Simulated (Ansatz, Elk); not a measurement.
# How far do independent atoms describe Al2CdOs3?

The structure of Al2CdOs3 used here is made up (a known structure type with other elements) and was relaxed beforehand with PBE. The aim is the Fourier transform of its all-electron density, F(hkl), set beside the sum over free spherical atoms that refinements use.

Method: DFT, PBE, all-electron APW+lo, Dirac cores, scalar-relativistic bands, static density, no spin, in Elk 11.2.3 (patched build).

The structure was built from a prototype and need not be the compound's stable phase.

## (1) Set-up

The structure is hexagonal, space group P6/mmm (No. 191). The conventional cell has a = 5.306 Å, b = 5.306 Å, c = 4.171 Å, α = 90.00°, β = 90.00°, γ = 120.00°. Nearest to Os lie 4 Al at 2.59 Å and 4 Os at 2.65 Å and 4 Cd at 3.37 Å. Nearest to Cd lie 6 Al at 3.06 Å and 12 Os at 3.37 Å. Al has 6 Os at 2.59 Å and 3 Al at 3.06 Å and 3 Cd at 3.06 Å nearest. Farther neighbours are not listed.

## (2) Ground state and structure factors

An all-electron density is needed, since X-rays see the cores too. Task 0 finds the density and task 195 Fourier-transforms it; tshift is off so that phases refer to the origin typed.

Contents of elk.in:

```
tasks
  0
  195

xctype
  20

spinpol
  .false.

rgkmax
  7.0

gmaxvr
  14.0

lmaxo
  7

lmaxapw
  8

swidth
  0.002

tshift
  .false.

ramdisk
  .false.

hmaxvr
  5.5

maxscl
  120

epspot
  1e-06

sppath
  './'

avec
  10.02697403006 0.00000000000 0.00000000000
  -5.01348701503 8.68361423312 0.00000000000
  0.00000000000 0.00000000000 7.88182953083

atoms
  3
  'Os.in'
  3
  0.0000000000 0.5000000000 0.5000000000   0.000000 0.000000 0.000000
  0.5000000000 0.5000000000 0.5000000000   0.000000 0.000000 0.000000
  0.5000000000 0.0000000000 0.5000000000   0.000000 0.000000 0.000000
  'Cd.in'
  1
  0.0000000000 0.0000000000 0.0000000000   0.000000 0.000000 0.000000
  'Al.in'
  2
  0.6666666667 0.3333333333 0.0000000000   0.000000 0.000000 0.000000
  0.3333333333 0.6666666667 0.0000000000   0.000000 0.000000 0.000000

ngridk
  5 5 6
```

On the command line:

```
$ OMP_NUM_THREADS=4 elk
```

Numbers of over 12 decimals in the logs are rounded to 6 here.

The log of the run:

```text
┌─────────────────────────┐
│ Elk code version 11.2.3 │
└─────────────────────────┘

All units are atomic (Hartree, Bohr, etc.)

┌─────────────────────────────────────────────────┐
│ Ground-state run starting from atomic densities │
└─────────────────────────────────────────────────┘

Lattice vectors :
   10.02697403       0.000000000       0.000000000
  -5.013487015       8.683614233       0.000000000
   0.000000000       0.000000000       7.881829531

Reciprocal lattice vectors :
  0.6266282618      0.3617839956      -0.000000000
   0.000000000      0.7235679912       0.000000000
   0.000000000      -0.000000000      0.7971734586

Unit cell volume      :    686.2738482
Brillouin zone volume :   0.3614449452

Muffin-tin inner radius fraction :   0.1000000000E-01

Nuclei treated as point charges

Species : 1 (Os)
 parameters loaded from : Os.in
 name : osmium
 nuclear charge    :   -76.00000000
 electronic charge :    76.00000000
 atomic mass :    346768.0767
 muffin-tin radius :    2.481743508
 number of radial points in muffin-tin :   1393
 inner part over the whole radius :   0.9974942142E-02
 number on inner part of muffin-tin    :    997
 approximate nuclear radius :   0.1019601503E-03
 number of mesh points to nuclear radius :    525
 atomic positions (lattice), magnetic fields (Cartesian) :
  1 :   0.00000000  0.50000000  0.50000000    0.00000000  0.00000000  0.00000000
  2 :   0.50000000  0.50000000  0.50000000    0.00000000  0.00000000  0.00000000
  3 :   0.50000000  0.00000000  0.50000000    0.00000000  0.00000000  0.00000000

Species : 2 (Cd)
 parameters loaded from : Cd.in
 name : cadmium
 nuclear charge    :   -48.00000000
 electronic charge :    48.00000000
 atomic mass :    204912.7176
 muffin-tin radius :    2.600000000
 number of radial points in muffin-tin :   1193
 inner part over the whole radius :   0.9972693929E-02
 number on inner part of muffin-tin    :    850
 approximate nuclear radius :   0.8708852602E-04
 number of mesh points to nuclear radius :    426
 atomic positions (lattice), magnetic fields (Cartesian) :
  1 :   0.00000000  0.00000000  0.00000000    0.00000000  0.00000000  0.00000000

Species : 3 (Al)
 parameters loaded from : Al.in
 name : aluminium
 nuclear charge    :   -13.00000000
 electronic charge :    13.00000000
 atomic mass :    49184.33496
 muffin-tin radius :    2.200000000
 number of radial points in muffin-tin :    793
 inner part over the whole radius :   0.9821194981E-02
 number on inner part of muffin-tin    :    552
 approximate nuclear radius :   0.5839653600E-04
 number of mesh points to nuclear radius :    244
 atomic positions (lattice), magnetic fields (Cartesian) :
  1 :  -0.33333333  0.33333333  0.00000000    0.00000000  0.00000000  0.00000000
  2 :   0.33333333 -0.33333333  0.00000000    0.00000000  0.00000000  0.00000000

Total number of atoms per unit cell :    6
Total muffin-tin volume :    354.9059453
 ratio of muffin-tin to unit cell volume :   0.5171491616

Spin treatment :
 spin-unpolarised

Number of Bravais lattice symmetries :   24
Number of crystal symmetries         :   24
Crystal has inversion symmetry
Real symmetric eigensolver will be used

k-point grid :      5     5     6
k-point offset :    0.000000000       0.000000000       0.000000000
k-point set is reduced with full crystal symmetry group
Total number of k-points :       20

Muffin-tin radius times maximum |G+k| :    7.000000000
 using average radius
Maximum |G+k| for APW functions       :    2.907534077
Maximum (1/2)|G+k|²                   :    4.226877206
Maximum |G| for potential and density :    14.00000000
Constant for pseudocharge density :    9
 order of it for each species :   16  16  16
 order of it for pair densities of each species (exact exchange by exxq0 0: 17) :   10  11   7
Radial integration step length :    1

G-vector grid sizes :     45    45    36
Number of G-vectors :    31883

Maximum angular momentum used for
 APW functions            :    8
 outer part of muffin-tin :    7
[...]
correlation                 :     -17.571507860222
 electron entropic           :    -0.18721209177261E-02
 total energy                :     -57929.564641110

Density of states at Fermi energy :    135.4102680
 (states/Hartree/unit cell)

Estimated indirect band gap :   0.1280515354E-02
 from k-point 20 to k-point 17
Estimated direct band gap   :   0.5825132877E-02
 at k-point 17

Charges :
 core                        :    176.0000000
 valence                     :    126.0000000
 interstitial                :    9.845066387
 muffin-tins (core leakage)
  species : 1 (Os)
[...]
species : 2 (Cd)
[...]
species : 3 (Al)
[...]
total in muffin-tins        :    292.1549336
 total calculated charge     :    301.9982145
 total charge                :    302.0000000
 error                       :   0.1785469686E-02

RMS change in Kohn-Sham potential (target) :   0.3707216226     (  0.1000000000E-05)
Absolute change in total energy (target)   :   0.4499570238     (  0.1000000000E-03)

[... loops 3 to 15 left out ...]

┌──────────────────┐
│ Loop number : 16 │
└──────────────────┘

Energies :
 Fermi                       :     0.343208
 sum of occupied eigenvalues :     -35416.944739506
 electron kinetic            :      65209.873978429
 core electron kinetic       :      62651.182056661
 Coulomb                     :     -121921.80129692
 Coulomb potential           :     -99037.464216289
 nuclear-nuclear             :     -5100.5210933024
 electron-nuclear            :     -134716.87428567
 Hartree                     :      17895.594082051
 Madelung                    :     -72403.069188780
 xc potential                :     -1589.3545016465
 exchange                    :     -1197.9703927247
 correlation                 :     -17.575616370290
 electron entropic           :    -0.20182728306151E-02
 total energy                :     -57927.475345863

Density of states at Fermi energy :    149.3842661
 (states/Hartree/unit cell)

Estimated indirect band gap :   0.2108426746E-02
 from k-point 17 to k-point 8
Estimated direct band gap   :   0.3399429810E-02
 at k-point 17

Charges :
 core                        :    176.0000000
 valence                     :    126.0000000
 interstitial                :    9.846518143
 muffin-tins (core leakage)
  species : 1 (Os)
[...]
species : 2 (Cd)
[...]
species : 3 (Al)
[...]
total in muffin-tins        :    292.1534819
 total calculated charge     :    301.9982304
 total charge                :    302.0000000
 error                       :   0.1769613573E-02

RMS change in Kohn-Sham potential (target) :   0.1921755511E-06 (  0.1000000000E-05)
Absolute change in total energy (target)   :   0.7425935473E-04 (  0.1000000000E-03)

Convergence targets achieved

┌──────────────────┐
│ Loop number : 17 │
└──────────────────┘

Energies :
 Fermi                       :     0.343209
 sum of occupied eigenvalues :     -35416.944723022
 electron kinetic            :      65209.874003678
 core electron kinetic       :      62651.182065538
 Coulomb                     :     -121921.80130473
 Coulomb potential           :     -99037.464206673
 nuclear-nuclear             :     -5100.5210933024
 electron-nuclear            :     -134716.87431066
 Hartree                     :      17895.594099228
 Madelung                    :     -72403.069201397
 xc potential                :     -1589.3545200270
 exchange                    :     -1197.9703930533
 correlation                 :     -17.575616354222
 electron entropic           :    -0.20182727834867E-02
 total energy                :     -57927.475328736

Density of states at Fermi energy :    149.3842578
 (states/Hartree/unit cell)

Estimated indirect band gap :   0.2108424364E-02
 from k-point 17 to k-point 8
Estimated direct band gap   :   0.3399431159E-02
 at k-point 17

Charges :
 core                        :    176.0000000
 valence                     :    126.0000000
 interstitial                :    9.846517484
 muffin-tins (core leakage)
  species : 1 (Os)
[...]
species : 2 (Cd)
   atom 1                    :    46.49213334     (  0.2386666917E-03)
  species : 3 (Al)
   atom 1                    :    11.37366086     (  0.4809443032E-03)
   atom 2                    :    11.37366086     (  0.4809443032E-03)
 total in muffin-tins        :    292.1534825
 total calculated charge     :    301.9982304
 total charge                :    302.0000000
 error                       :   0.1769614011E-02

┌──────────────────────────────┐
│ Self-consistent loop stopped │
└──────────────────────────────┘

Warning : core states of species 2 leak from the muffin-tin :   0.2386666917E-03

Warning : core states of species 3 leak from the muffin-tin :   0.4809443032E-03

Wrote STATE.OUT
```

Run time: 28 s. Hardware: 4 threads of AMD EPYC 9B45 (Zen 5), shared host; peak memory 0.3 GiB; 86 s of CPU time.

SFACRHO.OUT:

```text

h k l indices transformed by vhmat matrix:
   1.000000000       0.000000000       0.000000000    
   0.000000000       1.000000000       0.000000000    
   0.000000000       0.000000000       1.000000000    

      h      k      l  multipl.   |H|            Re(F)            Im(F)           |F|

      0      0      0      1   0.0000000       302.00000      0.72915596E-16   302.00000    
     -1      1      0      6  0.72356799      -38.289455      0.23809907E-13   38.289455    
      0      0      1      2  0.79717346      -146.39515      0.24723166E-13   146.39515    
      0     -1     -1     12   1.0765854       98.412906      0.22619412E-13   98.412906    
     -2      1      0      6   1.2532565      -6.8347997     -0.41503972E-13   6.8347997    
      2      0      0      6   1.4471360       217.27626      0.71429721E-14   217.27626    
      1      1     -1     12   1.4853072       117.26630      0.23137134E-13   117.26630    
      0      0      2      2   1.5943469       236.33348     -0.44897905E-13   236.33348    
      2      0      1     12   1.6521768      -153.78241     -0.26190898E-13   153.78241    
      1      0      2     12   1.7508549      -32.263458      0.30952879E-13   32.263458    
      3     -1      0     12   1.9143810      -31.809303     -0.51191300E-13   31.809303    
      1      1     -2     12   2.0279532      -8.0719832     -0.50363760E-13   8.0719832    
      2      1     -1     24   2.0737261       80.954678     -0.82144180E-13   80.954678    
     -2      2     -2     12   2.1531708       190.35081     -0.10714458E-12   190.35081    
      0      3      0      6   2.1707040      -8.2852420     -0.16254171E-12   8.2852420    
     -3      0      1     12   2.3124535       99.415053     -0.12806203E-12   99.415053    
      0      0     -3      2   2.3915204      -114.40011     -0.58324122E-13   114.40011    
      2      1      2     24   2.4913443      -29.460009      0.12143053E-12   29.460009
```

Elk indexes on the primitive cell of elk.in and gives |H| = 4π sin θ/λ in inverse bohr. Below, one row stands for each form hkl of the conventional cell (m members, Friedel mates merged), F is for one primitive cell and the density is static (no thermal factor). Free-atom factors are Waasmaier and Kirfel's, and R is Σm||F|−|F'||/Σm|F|.

```
hkl   m  sin θ/λ (Å⁻¹)  abs F, DFT  neutral atoms   diff.
100   6          0.109      38.289         37.929  +0.361
001   2          0.120     146.395        146.082  +0.313
101  12          0.162      98.413         98.555  -0.142
110   6          0.189       6.835          6.799  +0.036
200   6          0.218     217.276        217.722  -0.446
111  12          0.223     117.266        117.665  -0.399
002   2          0.240     236.333        237.648  -1.315
201  12          0.248     153.782        154.375  -0.593
102  12          0.263      32.264         32.652  -0.389
210  12          0.288      31.809         31.997  -0.188
112  12          0.305       8.072          8.095  -0.023
211  24          0.312      80.955         81.141  -0.186
202  12          0.324     190.351        190.755  -0.404
300   6          0.326       8.285          8.233  +0.052
301  12          0.348      99.415         99.390  +0.025
003   2          0.360     114.400        114.622  -0.222
212  24          0.375      29.460         29.616  -0.156
103  12          0.376      74.540         74.588  -0.048
220   6          0.377     199.695        199.556  +0.139
310  12          0.392      29.192         29.110  +0.082
221  12          0.396     110.311        110.301  +0.010
302  12          0.405       8.491          8.608  -0.117
```

## (3) The highest occupied states alone

An energy window below the Fermi level keeps the highest occupied states, to see at which angles they scatter; shallow core shells can lie inside it and anion s states outside. No new self-consistency is needed.

elk.in, as its differences from that of step 2:

```diff
@@ -1,3 +1,2 @@
 tasks
-  0
   195
@@ -40,2 +39,5 @@
 
+wsfac
+  -0.097780 0.643210
+
 sppath
```

On the command line:

```
$ OMP_NUM_THREADS=4 elk
```

The log of the run:

```text
┌─────────────────────────────────┐
│ Elk code version 11.2.3 started │
└─────────────────────────────────┘

Info(readinput): the functional depends on the density's gradient
 muffin-tin radial points multiplied by    2.00000
 (not where nrmtscf is given)

┌────────────────────┐
│ Current task : 195 │
└────────────────────┘
Info(checkmt): changed muffin-tin radius of species 1 (Os) from   2.8000 to   2.4817

Info(sfacrho): density structure factors written to SFACRHO.OUT

 Energy window :  -0.9778000000E-01  0.6432100000

┌──────────────────┐
│ Elk code stopped │
└──────────────────┘
```

Wall time 6.9 s (4 threads); peak memory 0.18 GiB.

States within 12 eV below the Fermi level hold 42.00 electrons; any levels below the window count with the cores. Their amplitudes can exceed the total, where window and core parts have opposite phase:

```
hkl  sin θ/λ (Å⁻¹)  abs F, window  abs F, all
100          0.109          2.421      38.289
001          0.120          3.336     146.395
101          0.162          9.645      98.413
110          0.189          4.268       6.835
200          0.218          9.747     217.276
111          0.223          6.326     117.266
002          0.240          7.062     236.333
201          0.248          1.397     153.782
102          0.263          3.324      32.264
210          0.288          2.785      31.809
```

## (4) Another functional

The difference from free atoms is small, so it is set against the change that LDA (Perdew-Wang) makes.

elk.in, as its differences from that of step 3:

```diff
@@ -1,2 +1,3 @@
 tasks
+  0
   195
@@ -4,3 +5,3 @@
 xctype
-  20
+  3
 
@@ -39,5 +40,2 @@
 
-wsfac
-  -0.097780 0.643210
-
 sppath
```

On the command line:

```
$ OMP_NUM_THREADS=4 elk
```

The log of the run:

```text
┌─────────────────────────┐
│ Elk code version 11.2.3 │
└─────────────────────────┘

All units are atomic (Hartree, Bohr, etc.)

┌─────────────────────────────────────────────────┐
│ Ground-state run starting from atomic densities │
└─────────────────────────────────────────────────┘

Lattice vectors :
   10.02697403       0.000000000       0.000000000
  -5.013487015       8.683614233       0.000000000
   0.000000000       0.000000000       7.881829531

Reciprocal lattice vectors :
  0.6266282618      0.3617839956      -0.000000000
[...]
species : 3 (Al)
   atom 1                    :    11.38318098     (  0.5086698510E-03)
   atom 2                    :    11.38318098     (  0.5086698510E-03)
 total in muffin-tins        :    292.2388004
 total calculated charge     :    301.9981745
 total charge                :    302.0000000
 error                       :   0.1825531021E-02

┌──────────────────────────────┐
│ Self-consistent loop stopped │
└──────────────────────────────┘

Warning : core states of species 2 leak from the muffin-tin :   0.2403548896E-03

Warning : core states of species 3 leak from the muffin-tin :   0.5086698510E-03

Wrote STATE.OUT
[key lines of the parts left out:]
total energy                :     -57891.152314879
```

The job ended after 17 s (4 threads; peak memory 0.22 GiB; 52 s of CPU time).

Against the first run R = 0.03 %; the largest change is -0.063 at 220.

## (5) Basis size

The basis and the expansions that go with it are enlarged, to see whether the differences are converged.

elk.in, as its differences from that of step 4:

```diff
@@ -5,3 +5,3 @@
 xctype
-  3
+  20
 
@@ -11,12 +11,12 @@
 rgkmax
-  7.0
+  8.5
 
 gmaxvr
-  14.0
+  18.0
 
 lmaxo
-  7
+  9
 
 lmaxapw
-  8
+  10
```

On the command line:

```
$ OMP_NUM_THREADS=4 elk
```

The log of the run:

```text
┌─────────────────────────┐
│ Elk code version 11.2.3 │
└─────────────────────────┘

All units are atomic (Hartree, Bohr, etc.)

┌─────────────────────────────────────────────────┐
│ Ground-state run starting from atomic densities │
└─────────────────────────────────────────────────┘

Lattice vectors :
   10.02697403       0.000000000       0.000000000
  -5.013487015       8.683614233       0.000000000
   0.000000000       0.000000000       7.881829531

Reciprocal lattice vectors :
  0.6266282618      0.3617839956      -0.000000000
[...]
species : 3 (Al)
   atom 1                    :    11.37396329     (  0.4808405213E-03)
   atom 2                    :    11.37396329     (  0.4808405213E-03)
 total in muffin-tins        :    292.2102527
 total calculated charge     :    301.9987658
 total charge                :    302.0000000
 error                       :   0.1234238608E-02

┌──────────────────────────────┐
│ Self-consistent loop stopped │
└──────────────────────────────┘

Warning : core states of species 2 leak from the muffin-tin :   0.2388170241E-03

Warning : core states of species 3 leak from the muffin-tin :   0.4808405213E-03

Wrote STATE.OUT
[key lines of the parts left out:]
total energy                :     -57927.508825043
```

The job ended after 53 s (4 threads; peak memory 0.53 GiB).

Against the first run R = 0.01 %; the largest change is -0.023 at 203.

## (6) Settings against the effect

```
                              run  R against the first run (%)  R against neutral atoms, low angle (%)  wall time
                    PBE, rgkmax 7                         0.00                                    0.38       28 s
                LDA (Perdew-Wang)                         0.03                                    0.37       17 s
rgkmax 8.5 with larger expansions                         0.01                                    0.38       53 s
```

## (7) Summary of results

```
R against neutral atoms, sin θ/λ < 0.3 Å⁻¹ : 0.38 %
R against neutral atoms, 0.3 to 0.82 Å⁻¹   : 0.19 %
```

In words: Independent neutral atoms miss the calculated amplitudes by R = 0.38 % below 0.3 Å⁻¹ and 0.19 % from there to 0.82 Å⁻¹; by shells, 0.53 % below 0.15 Å⁻¹ (2 forms), 0.37 % 0.15 to 0.3 (8 forms), 0.15 % 0.3 to 0.45 (17 forms), 0.20 % above 0.45 (99 forms). Bonding, aspherical density and the tables' own atoms all enter these figures, and the runs don't part them. The largest change of an amplitude is -1.31 electrons, at 002. The window's part falls from 42.0 electrons at the origin to at most 0.78 between 0.45 and 0.82 Å⁻¹. Below 0.3 Å⁻¹ the changes that finished (LDA (Perdew-Wang) and rgkmax 8.5 with larger expansions) move F by R = 0.02 % at most, against the 0.38 % that separates it from free atoms. The k-mesh has no finished test. These runs have no spin, though d or f shells may be open. Spin-orbit coupling is left out, which can matter for elements this heavy. Part of the difference isn't bonding: the tables are fits to free atoms and ions calculated by other methods than this functional. Thermal motion, anomalous dispersion and extinction are left out.

[Logs are printed without paths, hosts, clocks, repeated set-up lines and the standing remarks that a program may print on its own settings, such as how far it seeks lower states.]

[Hosts, paths, dates, database ids (printed as entryN), source tags and the programs' standing remarks are cut or masked in the printed files.]
